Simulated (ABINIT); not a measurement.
An input for ABINIT 10.8.3 (Selenium (P3_121, 3 atoms a cell)):

```
acell 3*1.0 Angstrom
rprim 
  4.366199999998 0.000000000000 0.000000000000
  -2.183099999999 3.781240118002 0.000000000000
  0.000000000000 0.000000000000 4.953600000000
ntypat 1
znucl 34
natom 3
typat 1 1 1
xred 
  0.225400000000 0.000000000000 0.333333333333
  0.000000000000 0.225400000000 0.666666666667
  0.774600000000 0.774600000000 -0.000000000000
pp_dirpath "pseudos"
pseudos "Se.upf"
ecut 48
ngkpt 6 6 4
nshiftk 1
shiftk 0.11 0.21 0.31
kptopt 3
chksymbreak 0
istwfk *1
occopt 1
irdwfk 1
optdriver 99
bs_calctype 1
mbpt_sciss 0.650 eV
bs_loband 31
nband 40
bs_exchange_term 1
bs_coulomb_term 21
bs_coupling 0
bs_algorithm 2
bs_freq_mesh 0 8 0.05 eV
zcut 0.15 eV
ecuteps 3
ecutwfn 24
inclvkb 2
mdf_epsinf 15.71
irdden 1
bs_haydock_niter 300
bs_haydock_tol -0.02 0
indata_prefix "in"
outdata_prefix "out"
tmpdata_prefix "tmp"
```

```sh
OMP_NUM_THREADS=1 mpirun -n 4 abinit run.abi > log
```

**Question.** Estimate wall time and host memory on 4 MPI ranks of Arm Neoverse V2, shared host.

It took 5 min; on shared hardware allow 2.5 min to 9.9 min. Peak host memory was 7.0 GiB.

The kernel grows as the square of the matrix size, and full diagonalisation as its cube.

[Paths, hosts, dates, memory and timing lines, banners, echoed tables and standing remarks are left out of the program output.]

[Logs are printed without paths, hosts, clocks, repeated set-up lines and the standing remarks that a program may print on its own settings, such as how far it seeks lower states.]

[Runs of the session that timed out or met a known fault of the program may be left out.]

[Hosts, paths, dates, database ids (printed as entryN), source tags and the programs' standing remarks are cut or masked in the printed files.]

[G0W0 gaps are taken among the corrected bands and points alone; a level outside them can change the order at an edge.]

[Where Ansatz stands beside ABINIT at settings called matched, ABINIT's density can come from a denser mesh and the files from another edition; pairs whose starting gaps differed by over 0.03 eV were left out, so agreement reads better than it is.]
